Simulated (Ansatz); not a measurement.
# Lattice dynamics of MnGe (P2_13), part 3 of 3

How does MnGe (P2_13) vibrate, and is this structure a minimum?

Ansatz 0.2.0; DFT PBEsol, scalar-relativistic, plane waves, PAW.

So far. Step 3 (Relaxing to small forces for the phonons): The largest force component left is 0.14 meV/Å and the pressure is 0.000 GPa, within the tolerances set. The cell now holds 12.79 Å³/atom. Step 4 (Modes at Γ): Before it was imposed, the acoustic sum rule was missed by 4.1e-6 eV/Å². Small misses are needed for a sound result but don't prove that mesh and cutoff are converged. The lowest optical mode is real, 134 cm⁻¹. The relaxed cell has a = 4.677 Å (conventional setting).

## 5. Response at finite wavevector (continued)

Interpolated from a 2×2×2 q mesh. Phonon branches along the path, in cm⁻¹:

```
    point  branch 1  branch 2  branch 3  branch 4  branch 21  branch 22  branch 23  branch 24
        Γ         0         0         0       134        251        312        312        312
  halfway        52        55        94       125        269        308        309        311
        X        95        95       107       107        292        292        309        309
  halfway       101       101       113       113        292        292        304        304
        M       105       105       121       121        294        294        298        298
  halfway        71        78       123       126        276        305        307        307
        Γ         0         0         0       134        251        312        312        312
  halfway        88        95       126       132        281        301        302        306
        R       132       132       132       132        292        292        292        292
  halfway       112       112       122       122        292        292        301        301
        X        95        95       107       107        292        292        309        309
jump to M       105       105       121       121        294        294        298        298
  halfway       123       123       126       126        292        292        296        296
        R       132       132       132       132        292        292        292        292
```

Tetrahedra on a 14×14×14 mesh, mean over bins of 5 cm-1. Interpolated from a 2×2×2 q mesh. Table of phonon density of states by wavenumber; read off at these points:

wavenumber (cm⁻¹), phonon density of states (1/cm⁻¹/cell) and a bar:
```
        2      0.000 
       12      0.000 
       22      0.001 
       32      0.003 
       48      0.006 #
       58      0.009 #
       68      0.014 ##
       78      0.020 ##
       88      0.029 ###
       98      0.048 #####
      108      0.068 #######
      122      0.119 #############
      132      0.092 ##########
      142      0.213 #######################
      152      0.162 ##################
      162      0.085 #########
      172      0.146 ################
      182      0.172 ###################
      192      0.070 ########
      208      0.005 #
      218      0.001 
      228      0.273 ##############################
      238      0.216 ########################
      248      0.150 ################
      252      0.266 #############################
      258      0.050 #####
      268      0.009 #
      282      0.034 ####
      292      0.128 ##############
      302      0.184 ####################
      312      0.032 ###
```

The partial phonon density of states has structure finer than the step of the table below, so its rows give means over 10 cm⁻¹, whole bins alone (the curve runs from -10 to 332 cm⁻¹). Peaks (cm⁻¹: height): Ge 140.3: 0.141, 172.5: 0.0889, 183.3: 0.0997, 252.0: 0.0747, 303.5: 0.0996; Mn 140.3: 0.0682, 226.2: 0.242, 303.5: 0.0821.

Phonopy on the run's constants, 13x13x13 mesh, Gaussian sigma 2.4 cm-1. Interpolated from a 2×2×2 q mesh. The partial phonon density of states by wavenumber; means over each step; values in 1/cm⁻¹/cell:

```
wavenumber (cm⁻¹)       Ge       Mn
                0   7.2e-5   5.4e-5
               10   9.6e-5   7.2e-5
               20   5.9e-4   4.4e-4
               30  0.00126   9.3e-4
               40  0.00267  0.00196
               50  0.00405  0.00291
               60  0.00574  0.00403
               70  0.00975  0.00666
               80   0.0129  0.00839
               90   0.0205   0.0127
              100   0.0333   0.0192
              110   0.0464   0.0255
              120   0.0703   0.0337
              130   0.0781   0.0309
              140    0.124   0.0598
              150   0.0977   0.0517
              160   0.0627   0.0307
              170   0.0802   0.0312
              180   0.0777   0.0330
              190   0.0695   0.0292
              200   0.0103  0.00416
              210  0.00290  0.00157
              220   0.0202    0.110
              230   0.0420    0.214
              240   0.0376    0.146
              250   0.0588    0.126
              260   0.0190   0.0316
              270  0.00555  0.00597
              280   0.0148   0.0144
              290   0.0489   0.0447
              300   0.0861   0.0730
              310   0.0552   0.0448
              320   9.8e-4   7.9e-4
```

Harmonic thermodynamic functions per atom, from the density of states. Interpolated from a 2×2×2 q mesh. Thermodynamic functions, by row:

```
T (K)  F_vib (meV/atom)  S (J/mol-atom/K)  C_V (J/mol-atom/K)
    0             37.21                 0                   0
   50             37.02             1.545               4.351
  100             34.77             7.498               13.33
  200             20.44             19.62               20.82
  300             -4.75             28.54               22.96
  400            -37.97             35.28                23.8
  500            -77.41             40.64                24.2
  600            -121.9             45.07               24.42
  700            -170.6             48.84               24.56
  800              -223             52.13               24.65
  900            -278.5             55.04               24.71
 1000            -336.9             57.64               24.75
```

Harmonic mean-square displacement, third of the trace. Interpolated from a 2×2×2 q mesh. Mean square displacements, by row:

```
T (K)  Mn1 U_eq (Å²)  Mn2 U_eq (Å²)  Mn3 U_eq (Å²)  Mn4 U_eq (Å²)  Ge5 U_eq (Å²)  Ge6 U_eq (Å²)  Ge7 U_eq (Å²)  Ge8 U_eq (Å²)
    0        0.00161        0.00161        0.00161        0.00161        0.00145        0.00145        0.00145        0.00145
  100         0.0021         0.0021         0.0021         0.0021        0.00203        0.00203        0.00203        0.00203
  300        0.00464        0.00464        0.00464        0.00464        0.00479        0.00479        0.00479        0.00479
  600        0.00892        0.00892        0.00892        0.00892        0.00931        0.00931        0.00931        0.00931
```

Symmetry leaves 4 wavevectors to solve. The lowest mode among them, the acoustic zeros apart, lies at q = (0, 0, -0.5) and is real, 94.8 cm⁻¹.

## 6. What came out

| Item | Value |
| --- | --- |
| space group after relaxation (within 0.01 Å) | P2_13 |
| volume per atom | 12.8 Å³ |
| electronic character | no gap on this mesh |
| highest optical mode at the zone centre (no LO-TO term) | 312 cm⁻¹ |
| lowest optical zone-centre mode | 134 cm⁻¹ |
| lowest mode on the q mesh (acoustic modes at Γ apart) | 94.8 cm⁻¹ |
| highest frequency on the path or at a solved wavevector | 312 cm⁻¹ |
| zero-point energy per atom | 37.2 meV |
| heat capacity at 300 K | 23.0 J/(mol atoms K) |
| vibrational entropy at 300 K | 28.5 J/(mol atoms K) |
| Debye temperature (second moment) | 391 K |
| imaginary modes on the 2×2×2 q mesh | none |
| net magnetic moment of the cell as run | 7.24 μB |

What this shows: The structure is a minimum as far as tested: no mode is imaginary at the 4 irreducible wavevectors of the 2×2×2 mesh, and the softest away from the acoustic zeros lies at 95 cm⁻¹. The optical modes at Γ span 134 to 312 cm⁻¹. The ferromagnetic order comes from parallel starting moments and need not be the ground state. With no gap, or one that is small against the smearing, the frequencies hang on the k mesh and the smearing, most of all near Kohn anomalies. These are harmonic frequencies at zero temperature: anharmonic shifts, linewidths and thermal expansion are left out.

[Logs are printed without paths, hosts, clocks, repeated set-up lines and the standing remarks that a program may print on its own settings, such as how far it seeks lower states.]

[Hosts, paths, dates, database ids (printed as entryN), source tags and the programs' standing remarks are cut or masked in the printed files.]
